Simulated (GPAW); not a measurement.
# CsH3O2 (Amm2): the O K absorption edge, part 3 of 3

Aim: the near-edge shape at the O K edge of CsH3O2 (Amm2), and what the core hole does to it.

GPAW 26.7.0; X-ray absorption from dipole matrix elements to empty bands, plane-wave PAW LDA.

So far. Step 6 (Spectrum with FCH, O atom 2): Main maxima below 24 eV (height): 2.5 eV (1.73), 6.6 eV (3.75), 13.6 eV (0.59) and 18.7 eV (0.67).  Step 6 (Spectrum with FCH, O atom 2): The hole costs E(hole) − E(ground) = 530.72 eV, and the lowest empty level of the hole cell on the spectrum's mesh lies at 6.16 eV, which puts the zero at 536.87 eV. One term is added: -8.83 eV, since the hole is spin-paired here and a spin-polarised one costs that much less in the free atom (computed apart).

## Step 7: Spectrum with FCH, O atom 3

The holes are 6.1 Å apart. The excited electron is left out and a uniform background balances the charge. After the field has converged, empty bands are computed with the density fixed and the dipole matrix elements are summed.

xas.py

```python
import numpy as np
from ase import Atoms
from ase.parallel import parprint, paropen
from gpaw import GPAW, PW, FermiDirac, Mixer, MixerDif, setup_paths
from gpaw.test import gen
setup_paths.insert(0, '.')
gen('O', name='fch1s', xcname='LDA', corehole=(1, 0, 1), write_xml=True)
from gpaw.mpi import world
world.barrier()

atoms = Atoms('Cs3O6H9',
    cell=[[-4.25023165, -4.42520097, 0],
     [4.25023165, -2.21260049, 4.02356038],
     [-4.25023165, 2.21260049, 4.02356038]],
    scaled_positions=[[0, 0.98533106, 0.98533106],
     [0.33333333, 0.65199773, 0.31866439],
     [0.66666667, 0.31866439, 0.65199773],
     [0.83333333, 0.50072768, 0.16739434],
     [0.16666667, 0.16739434, 0.50072768],
     [0.5, 0.83406101, 0.83406101],
     [0.83333333, 0.84617531, 0.51284197],
     [0.16666667, 0.51284197, 0.84617531],
     [0.5, 0.17950864, 0.17950864],
     [0.70615873, 0.3650182, 0.15885946],
     [0.03949207, 0.03168486, 0.4921928],
     [0.3728254, 0.69835153, 0.82552613],
     [0.96050793, 0.4921928, 0.03168486],
     [0.29384127, 0.15885946, 0.3650182],
     [0.6271746, 0.82552613, 0.69835153],
     [0.83333333, 0.72513964, 0.3918063],
     [0.16666667, 0.3918063, 0.72513964],
     [0.5, 0.05847297, 0.05847297]],
    pbc=True)
atoms.calc = calc = GPAW(legacy_gpaw=True, mode=PW(500), xc='LDA', setups={6: 'fch1s'},
    kpts={'size': (3, 3, 3), 'gamma': True}, occupations=FermiDirac(0.02),
    charge=0, mixer=Mixer(0.1, 5, 50), maxiter=150,
    convergence={'density': 0.0001}, txt='scf.txt')
energy = atoms.get_potential_energy() + calc.get_reference_energy()
ef = calc.get_fermi_level()
out = dict(energy=energy, fermi=ef, forces=atoms.get_forces().tolist())
parprint(f'all-electron energy {energy:.4f} eV, Fermi level {ef:.4f} eV')
ev = np.array([[calc.get_eigenvalues(k, s) for k in range(len(calc.get_ibz_k_points()))] for s in range(calc.get_number_of_spins())])
out['homo'], out['lumo'], out['counts'] = ev[ev < ef].max(), ev[ev > ef].min(), sorted(set((ev < ef).sum((0, 2)).tolist()))
out['filled'] = (ev[:, 0] < ef).sum(1).tolist()

from ase.units import Ha
from gpaw.xas import dipole_matrix_elements
nb = int(calc.get_number_of_electrons() / 2) + 138
top, nb = nb, nb + 8 + nb // 12
nscf = calc.fixed_density(kpts={'size': (4, 4, 4), 'gamma': True}, nbands=nb,
    convergence={'bands': top, 'eigenstates': 1e-5}, maxiter=60, txt='nscf.txt')
cell = atoms.cell.array
ops = [cell.T @ U.T @ np.linalg.inv(cell.T) for U in nscf.wfs.kd.symmetry.op_scc]
filled = [36]  # bands filled in the ground state, by spin
E = np.arange(-6, 34, 0.1)
fwhm = np.interp(E, [4, 25], [0.9, 3.5])
Y, X, zero, highest = 0, 0, 1e9, 1e9
for spin in range(nscf.get_number_of_spins()):
    wfs = nscf.wfs
    A = dipole_matrix_elements(wfs.setups[6])
    eps = np.zeros((wfs.kd.nibzkpts, nb))
    d = np.zeros((3, A.shape[1], wfs.kd.nibzkpts, nb), complex)
    for kpt in wfs.kpt_u:
        if kpt.s == spin and 6 in kpt.P_ani:
            eps[kpt.k] = kpt.eps_n * Ha
            d[:, :, kpt.k] = (kpt.weight * wfs.nspins / 2) ** 0.5 * np.inner(A, kpt.P_ani[6])
    world.sum(eps)
    world.sum(d)
    T = np.einsum('amkn,bmkn->abkn', d, d.conj()).real
    T = sum(np.einsum('ai,ijkn,bj->abkn', R, T, R) for R in ops) / len(ops)
    empty = np.ones_like(eps, bool) & (np.arange(nb) >= filled[spin])
    zero, highest = min(zero, eps[empty].min()), min(highest, eps[:, top - 1].min())
    lines = [(eps, T, empty)] if spin == 0 else lines + [(eps, T, empty)]
for eps, T, empty in lines:
    f = np.einsum('aakn->akn', T).reshape(3, -1)
    x = eps.ravel() - zero
    w = np.interp(x, E, fwhm) / 2.35482
    g = np.exp(-0.5 * ((E[:, None] - x) / w) ** 2) / (w * (2 * np.pi) ** 0.5)
    Y = Y + (f * empty.ravel()) @ g.T
    X = X + (f * ~empty.ravel()) @ g.T
out.update(E=E.round(2).tolist(), xas=Y.tolist(), xes=X.tolist(), zero=zero, valid=highest - zero, nk=len(eps), nb=nb)
for i in range(0, len(E), 10):
    parprint(f'{E[i]:7.2f}', *(f'{v:10.3e}' for v in Y[:, i]))
import json
with paropen('out.json', 'w') as f:
    json.dump(out, f)
```

Started as:

```sh
> OMP_NUM_THREADS=1 mpirun -n 4 gpaw python xas.py
```

Numbers of over 12 decimals in the logs are rounded to 6 here.

Output:

```text
Input parameters:
  convergence: {density: 0.0001}
  kpts: {gamma: True,
         size: (3, 3, 3)}
  maxiter: 150
  mixer: {backend: pulay,
          beta: 0.1,
          method: separate,
          nmaxold: 5,
          weight: 50}
  mode: {ecut: 500.0,
         name: pw}
  occupations: {fixmagmom: False,
                name: fermi-dirac,
                width: 0.02}
  setups: {6: fch1s}

Initialize ...

[...]
*p    :    -0.067100
*d    :     0.000000
--------------------------------

Diagonalizing with gridspacing h=0.050

state   all-electron     PAW
-------------------------------
2s:      -1.594915    -1.596334
2p:      -1.067100    -1.073375
*d:                   -0.060686
*f:                   -0.013559
-------------------------------
all-electron energy -646740.5608 eV, Fermi level 3.1007 eV
[...]
32.00  3.452e-05  3.893e-05  5.609e-05
  33.00  3.125e-05  4.249e-05  5.632e-05
[key lines of the parts left out:]
Converged after 21 iterations.
Dipole moment: (-0.015085, -0.805542, 4.665244) |e|*Ang
Free energy:   -111.822684
Fermi level: 3.10065
```

Run time: 4.6 min. Hardware: 4 MPI ranks of Arm Neoverse V2, shared host; peak memory 0.58 GiB; 18 min of CPU time.

The O K spectrum, O atom 3, full core hole (charged cell) (energy from the lowest empty level; intensity scaled to a mean of 1 over the first 20 eV; polarised curves are means over the symmetry-equivalent atoms):

```csv
E (eV),isotropic,ε ∥ x,ε ∥ y,ε ∥ z
-2.0,0.00,0.00,0.00,0.00
-1.5,0.00,0.00,0.00,0.00
-1.0,0.00,0.00,0.00,0.00
-0.5,0.00,0.00,0.00,0.01
0.0,0.03,0.01,0.01,0.07
0.5,0.15,0.04,0.04,0.38
1.0,0.50,0.14,0.19,1.17
1.5,1.00,0.67,0.67,1.65
2.0,1.60,1.73,1.32,1.76
2.5,1.88,1.99,1.61,2.04
3.0,1.65,1.47,1.54,1.93
3.5,1.48,1.27,1.46,1.70
4.0,1.52,1.38,1.28,1.92
4.5,1.26,1.10,0.79,1.88
5.0,1.07,0.68,0.54,2.00
5.5,1.36,0.37,0.47,3.25
6.0,1.79,0.25,0.58,4.55
6.5,1.97,0.26,0.92,4.72
7.0,1.98,0.39,1.81,3.76
7.5,2.02,0.55,3.16,2.34
8.0,2.02,0.72,3.84,1.49
8.5,1.78,0.94,3.17,1.22
9.0,1.43,1.21,2.00,1.07
9.5,1.13,1.32,1.19,0.87
10.0,0.86,1.13,0.77,0.67
10.5,0.62,0.80,0.53,0.53
11.0,0.48,0.54,0.41,0.48
11.5,0.45,0.46,0.39,0.50
12.0,0.48,0.49,0.42,0.53
12.5,0.52,0.56,0.45,0.56
13.0,0.55,0.62,0.45,0.59
13.5,0.58,0.68,0.43,0.63
14.0,0.59,0.71,0.41,0.66
14.5,0.58,0.73,0.39,0.64
15.0,0.56,0.72,0.38,0.58
15.5,0.54,0.71,0.38,0.52
16.0,0.53,0.71,0.40,0.48
16.5,0.55,0.75,0.43,0.48
17.0,0.59,0.81,0.46,0.50
17.5,0.64,0.89,0.50,0.54
18.0,0.69,0.95,0.54,0.58
18.5,0.71,0.98,0.56,0.60
19.0,0.71,0.96,0.56,0.62
19.5,0.69,0.90,0.55,0.63
20.0,0.66,0.82,0.53,0.62
20.5,0.61,0.73,0.50,0.61
21.0,0.57,0.66,0.47,0.60
21.5,0.54,0.60,0.44,0.58
22.0,0.51,0.56,0.41,0.57
22.5,0.50,0.55,0.39,0.56
23.0,0.50,0.57,0.37,0.56
23.5,0.51,0.59,0.36,0.57
24.0,0.53,0.63,0.37,0.60
24.5,0.57,0.67,0.40,0.64
25.0,0.62,0.72,0.45,0.70
25.5,0.69,0.78,0.52,0.76
26.0,0.76,0.85,0.60,0.83
26.5,0.83,0.91,0.67,0.90
27.0,0.88,0.97,0.72,0.94
27.5,0.90,1.02,0.74,0.95
28.0,0.89,1.03,0.72,0.93
28.5,0.86,1.02,0.68,0.89
29.0,0.81,0.98,0.62,0.84
29.5,0.76,0.91,0.57,0.80
30.0,0.71,0.82,0.54,0.77
30.5,0.67,0.72,0.52,0.77
31.0,0.64,0.63,0.52,0.77
```

Main maxima below 24 eV (height): 2.5 eV (1.88), 3.9 eV (1.53), 7.8 eV (2.04), 14.1 eV (0.59) and 18.8 eV (0.72). 

The hole costs E(hole) − E(ground) = 529.65 eV, and the lowest empty level of the hole cell on the spectrum's mesh lies at 6.14 eV, which puts the zero at 535.79 eV. With the free-atom term of -8.83 eV for this edge, the photon energy is 526.96 eV.

## Step 8: Cell without a hole, the energy reference

The cell and mesh change for the next run, so it gets a reference energy of its own.

scf.py

```python
import numpy as np
from ase import Atoms
from ase.parallel import parprint, paropen
from gpaw import GPAW, PW, FermiDirac, Mixer, MixerDif, setup_paths
from gpaw.test import gen
setup_paths.insert(0, '.')
gen('O', name='nch1s', xcname='LDA', corehole=(1, 0, 0), write_xml=True)
from gpaw.mpi import world
world.barrier()

atoms = Atoms('CsO2H3',
    cell=[[-4.25023165, 0, 0],
     [0, 4.42520097, 0],
     [0, -2.21260049, -4.02356038]],
    scaled_positions=[[0, 0.01466894, 0.02933788],
     [0.5, 0.66593899, 0.33187798],
     [0.5, 0.32049136, 0.64098272],
     [0.5, 0.92882307, 0.47612234],
     [0.5, 0.54729927, 0.47612234],
     [0.5, 0.44152703, 0.88305406]],
    pbc=True)
atoms.calc = calc = GPAW(legacy_gpaw=True, mode=PW(500), xc='LDA', setups={1: 'nch1s'},
    kpts={'size': (4, 5, 5), 'gamma': True}, occupations=FermiDirac(0.02),
    charge=0, mixer=Mixer(0.1, 5, 50), maxiter=150,
    convergence={'density': 0.0001}, txt='scf.txt')
energy = atoms.get_potential_energy() + calc.get_reference_energy()
ef = calc.get_fermi_level()
out = dict(energy=energy, fermi=ef, forces=atoms.get_forces().tolist())
parprint(f'all-electron energy {energy:.4f} eV, Fermi level {ef:.4f} eV')
ev = np.array([[calc.get_eigenvalues(k, s) for k in range(len(calc.get_ibz_k_points()))] for s in range(calc.get_number_of_spins())])
out['homo'], out['lumo'], out['counts'] = ev[ev < ef].max(), ev[ev > ef].min(), sorted(set((ev < ef).sum((0, 2)).tolist()))
out['filled'] = (ev[:, 0] < ef).sum(1).tolist()
import json
with paropen('out.json', 'w') as f:
    json.dump(out, f)
```

Started as:

```sh
> OMP_NUM_THREADS=1 mpirun -n 4 gpaw python scf.py
```

Output:

```text
Input parameters:
  convergence: {density: 0.0001}
  kpts: {gamma: True,
         size: (4, 5, 5)}
  maxiter: 150
  mixer: {backend: pulay,
          beta: 0.1,
          method: separate,
          nmaxold: 5,
          weight: 50}
  mode: {ecut: 500.0,
         name: pw}
  occupations: {fixmagmom: False,
                name: fermi-dirac,
                width: 0.02}
  setups: {1: nch1s}

Initialize ...

[...]
2s(2) :    -0.872866     1.079797
*s    :     0.127134
2p(4) :    -0.337925     0.876472
*p    :     0.662075
*d    :     0.000000
--------------------------------

Diagonalizing with gridspacing h=0.050

state   all-electron     PAW
-------------------------------
2s:      -0.872866    -0.873954
2p:      -0.337925    -0.341740
*d:                    0.050276
*f:                    0.077289
-------------------------------
all-electron energy -215756.7298 eV, Fermi level 3.0320 eV
[key lines of the parts left out:]
Converged after 17 iterations.
Dipole moment: (0.000000, 0.914611, 4.675503) |e|*Ang
Free energy:    -30.261557
Fermi level: 3.03199
```

Run time: 8 s. Hardware: 4 MPI ranks; peak memory 0.19 GiB.

## Step 9: Spectrum with FCH, O atom 2

A smaller cell brings the holes closer; here they are 4.2 Å apart.

Changed against the first core-hole run: supercell atoms from 18 to 6; the field's mesh follows (3×3×3 to 4×5×5).

xas.py

```python
import numpy as np
from ase import Atoms
from ase.parallel import parprint, paropen
from gpaw import GPAW, PW, FermiDirac, Mixer, MixerDif, setup_paths
from gpaw.test import gen
setup_paths.insert(0, '.')
gen('O', name='fch1s', xcname='LDA', corehole=(1, 0, 1), write_xml=True)
from gpaw.mpi import world
world.barrier()

atoms = Atoms('CsO2H3',
    cell=[[-4.25023165, 0, 0],
     [0, 4.42520097, 0],
     [0, -2.21260049, -4.02356038]],
    scaled_positions=[[0, 0.01466894, 0.02933788],
     [0.5, 0.66593899, 0.33187798],
     [0.5, 0.32049136, 0.64098272],
     [0.5, 0.92882307, 0.47612234],
     [0.5, 0.54729927, 0.47612234],
     [0.5, 0.44152703, 0.88305406]],
    pbc=True)
atoms.calc = calc = GPAW(legacy_gpaw=True, mode=PW(500), xc='LDA', setups={1: 'fch1s'},
    kpts={'size': (4, 5, 5), 'gamma': True}, occupations=FermiDirac(0.02),
    charge=0, mixer=Mixer(0.1, 5, 50), maxiter=150,
    convergence={'density': 0.0001}, txt='scf.txt')
energy = atoms.get_potential_energy() + calc.get_reference_energy()
ef = calc.get_fermi_level()
out = dict(energy=energy, fermi=ef, forces=atoms.get_forces().tolist())
parprint(f'all-electron energy {energy:.4f} eV, Fermi level {ef:.4f} eV')
ev = np.array([[calc.get_eigenvalues(k, s) for k in range(len(calc.get_ibz_k_points()))] for s in range(calc.get_number_of_spins())])
out['homo'], out['lumo'], out['counts'] = ev[ev < ef].max(), ev[ev > ef].min(), sorted(set((ev < ef).sum((0, 2)).tolist()))
out['filled'] = (ev[:, 0] < ef).sum(1).tolist()

from ase.units import Ha
from gpaw.xas import dipole_matrix_elements
nb = int(calc.get_number_of_electrons() / 2) + 48
top, nb = nb, nb + 8 + nb // 12
nscf = calc.fixed_density(kpts={'size': (5, 6, 6), 'gamma': True}, nbands=nb,
    convergence={'bands': top, 'eigenstates': 1e-5}, maxiter=60, txt='nscf.txt')
cell = atoms.cell.array
ops = [cell.T @ U.T @ np.linalg.inv(cell.T) for U in nscf.wfs.kd.symmetry.op_scc]
filled = [12]  # bands filled in the ground state, by spin
E = np.arange(-6, 34, 0.1)
fwhm = np.interp(E, [4, 25], [0.9, 3.5])
Y, X, zero, highest = 0, 0, 1e9, 1e9
for spin in range(nscf.get_number_of_spins()):
    wfs = nscf.wfs
    A = dipole_matrix_elements(wfs.setups[1])
    eps = np.zeros((wfs.kd.nibzkpts, nb))
    d = np.zeros((3, A.shape[1], wfs.kd.nibzkpts, nb), complex)
    for kpt in wfs.kpt_u:
        if kpt.s == spin and 1 in kpt.P_ani:
            eps[kpt.k] = kpt.eps_n * Ha
            d[:, :, kpt.k] = (kpt.weight * wfs.nspins / 2) ** 0.5 * np.inner(A, kpt.P_ani[1])
    world.sum(eps)
    world.sum(d)
    T = np.einsum('amkn,bmkn->abkn', d, d.conj()).real
    T = sum(np.einsum('ai,ijkn,bj->abkn', R, T, R) for R in ops) / len(ops)
    empty = np.ones_like(eps, bool) & (np.arange(nb) >= filled[spin])
    zero, highest = min(zero, eps[empty].min()), min(highest, eps[:, top - 1].min())
    lines = [(eps, T, empty)] if spin == 0 else lines + [(eps, T, empty)]
for eps, T, empty in lines:
    f = np.einsum('aakn->akn', T).reshape(3, -1)
    x = eps.ravel() - zero
    w = np.interp(x, E, fwhm) / 2.35482
    g = np.exp(-0.5 * ((E[:, None] - x) / w) ** 2) / (w * (2 * np.pi) ** 0.5)
    Y = Y + (f * empty.ravel()) @ g.T
    X = X + (f * ~empty.ravel()) @ g.T
out.update(E=E.round(2).tolist(), xas=Y.tolist(), xes=X.tolist(), zero=zero, valid=highest - zero, nk=len(eps), nb=nb)
for i in range(0, len(E), 10):
    parprint(f'{E[i]:7.2f}', *(f'{v:10.3e}' for v in Y[:, i]))
import json
with paropen('out.json', 'w') as f:
    json.dump(out, f)
```

Started as:

```sh
> OMP_NUM_THREADS=1 mpirun -n 4 gpaw python xas.py
```

Output:

```text
Input parameters:
  convergence: {density: 0.0001}
  kpts: {gamma: True,
         size: (4, 5, 5)}
  maxiter: 150
  mixer: {backend: pulay,
          beta: 0.1,
          method: separate,
          nmaxold: 5,
          weight: 50}
  mode: {ecut: 500.0,
         name: pw}
  occupations: {fixmagmom: False,
                name: fermi-dirac,
                width: 0.02}
  setups: {1: fch1s}

Initialize ...

[...]
*p    :    -0.067100
*d    :     0.000000
--------------------------------

Diagonalizing with gridspacing h=0.050

state   all-electron     PAW
-------------------------------
2s:      -1.594915    -1.596334
2p:      -1.067100    -1.073375
*d:                   -0.060686
*f:                   -0.013559
-------------------------------
all-electron energy -215226.3714 eV, Fermi level 2.4155 eV
[...]
32.00  3.331e-05  4.090e-05  5.882e-05
  33.00  2.891e-05  4.466e-05  5.955e-05
[key lines of the parts left out:]
Converged after 17 iterations.
Dipole moment: (0.000000, 1.473135, 4.938100) |e|*Ang
Free energy:    -50.569853
Fermi level: 2.41550
```

Elapsed: 33 s, on 4 MPI ranks; peak memory 0.27 GiB.

These settings depart from the first run's and aren't meant as converged.

The scaled spectrum changes by 43 % r.m.s. A shift of +0.8 eV leaves 18 %. The highest intensity below 16 eV goes from 6.6 eV (3.75) to 7.6 eV (3.65).

```csv
E (eV),first run,this run
-2.0,0.00,0.00
-0.5,0.00,0.00
1.0,0.23,0.14
2.5,1.73,1.24
4.0,1.24,1.21
5.5,1.36,1.07
7.0,3.35,3.02
8.5,1.14,2.33
10.0,0.80,0.81
11.5,0.47,0.42
13.0,0.58,0.65
14.5,0.56,0.59
16.0,0.51,0.47
17.5,0.61,0.59
19.0,0.67,0.69
20.5,0.59,0.63
22.0,0.51,0.55
23.5,0.48,0.49
25.0,0.57,0.54
26.5,0.79,0.72
28.0,0.88,0.86
29.5,0.73,0.79
```

## Step 10: With and without the hole

Both curves are counted from their own zero, so only the shift of weight within the empty states shows.

```csv
E (eV),no hole,FCH
-2.0,0.00,0.00
-1.0,0.00,0.00
0.0,0.01,0.01
1.0,0.15,0.23
2.0,0.79,1.42
3.0,0.97,1.42
4.0,1.27,1.24
5.0,0.64,0.87
6.0,0.27,2.66
7.0,0.52,3.35
8.0,1.51,1.49
9.0,2.74,1.06
10.0,2.83,0.80
11.0,1.61,0.48
12.0,1.01,0.51
13.0,0.96,0.58
14.0,0.99,0.59
15.0,0.80,0.53
16.0,0.58,0.51
17.0,0.59,0.57
18.0,0.68,0.65
19.0,0.72,0.67
20.0,0.69,0.62
21.0,0.63,0.56
22.0,0.56,0.51
23.0,0.51,0.48
24.0,0.48,0.49
25.0,0.48,0.57
26.0,0.57,0.72
27.0,0.71,0.85
28.0,0.83,0.88
29.0,0.84,0.79
30.0,0.74,0.67
```

With each curve scaled to its own mean, the area from −2 to 6 eV with the hole is 6.2 against 3.9, and the centre of weight from −1 to 20 eV moves by -1.7 eV: the hole pulls the absorber's empty states down.

## Step 11: Site by site

```csv
atom,surroundings,onset shift (eV),energy of the highest intensity below 16 eV
2,"2 H at 1.02 Å, 1 H at 1.81 Å, 4 Cs at 3.30 Å and 2 Cs at 3.52 Å (9-fold, site symmetry mm2)",+0.00,6.6
3,"1 H at 0.97 Å, 2 H at 1.52 Å, 2 Cs at 3.25 Å and 4 Cs at 3.44 Å (9-fold, site symmetry mm2)",-1.09,7.8
```

On one energy scale, from the first site's zero:

```csv
E (eV),atom 2,atom 3
-2.0,0.00,0.00
-1.0,0.00,0.04
0.0,0.01,0.58
1.0,0.23,1.69
2.0,1.42,1.59
3.0,1.42,1.50
4.0,1.24,1.09
5.0,0.87,1.84
6.0,2.66,1.99
7.0,3.35,1.99
8.0,1.49,1.37
9.0,1.06,0.81
10.0,0.80,0.47
11.0,0.48,0.49
12.0,0.51,0.56
13.0,0.58,0.59
14.0,0.59,0.55
15.0,0.53,0.53
16.0,0.51,0.60
17.0,0.57,0.69
18.0,0.65,0.71
19.0,0.67,0.65
20.0,0.62,0.57
21.0,0.56,0.51
22.0,0.51,0.50
23.0,0.48,0.54
24.0,0.49,0.63
25.0,0.57,0.77
26.0,0.72,0.88
27.0,0.85,0.89
28.0,0.88,0.81
29.0,0.79,0.70
30.0,0.67,0.64
```

## Step 12: Outcome

```json
{"absorber and edge": "O K, atom 2 of the ground-state input (counted from 1)", "surroundings": "2 H at 1.02 Å, 1 H at 1.81 Å, 4 Cs at 3.30 Å and 2 Cs at 3.52 Å (9-fold, site symmetry mm2)", "highest intensity below 16 eV": "6.6 eV above the zero, height 3.75", "photon energy of the zero, with the added terms": "528.0 eV (raw 536.9 eV; LDA puts this hole about 4 eV below PBE, itself good to a few eV)"}
```

The O K edge of atom 2, with 2 H at 1.02 Å, 1 H at 1.81 Å, 4 Cs at 3.30 Å and 2 Cs at 3.52 Å (9-fold, site symmetry mm2), has its highest intensity of the first 16 eV at 6.6 eV above the zero, near 535 eV in photon energy (LDA puts this hole about 4 eV below PBE, itself good to a few eV), 3.7 times the mean level of the first 20 eV (Gaussian full width 0.9 eV up to 4 eV, rising linearly to 3.5 eV at 25 eV). The O K spectra of the 2 sites differ in shape by up to 36 % r.m.s. after the best shift, and their zeros spread over 1.09 eV. With each curve scaled to its own mean, the area from −2 to 6 eV with the hole is 6.2 against 3.9, and the centre of weight from −1 to 20 eV moves by -1.7 eV: the hole pulls the absorber's empty states down. A cell with holes 4.2 Å apart changes the curve by 43 % r.m.s. (18 % after the best shift). At the O K edge of atom 2 polarisation matters most near 6.5 eV, where the curves differ by 7.6 on this scale. The holes are only 6.1 Å apart, so the shape is probably not converged with cell size; no larger cell was run here. The mesh is coarse (0.27 Å⁻¹ between points), so small maxima may be mesh ripples. The structure is a computed Materials Project entry and may be a hypothetical form.

[Banner, clock and machine lines of the logs are left out without a mark of their own.]

[Logs are printed without paths, hosts, clocks, repeated set-up lines and the standing remarks that a program may print on its own settings, such as how far it seeks lower states.]

[Hosts, paths, dates, database ids (printed as entryN), source tags and the programs' standing remarks are cut or masked in the printed files.]

[Lists of maxima count a maximum above −3 eV only where it reaches 4 % of the highest in the window and stands out from its surroundings by 2 % of it (1.5 % where it reaches 55 %); shoulders and weaker maxima are passed over, and of the rest the first, up to two pre-edge ones and the few strongest are named.]
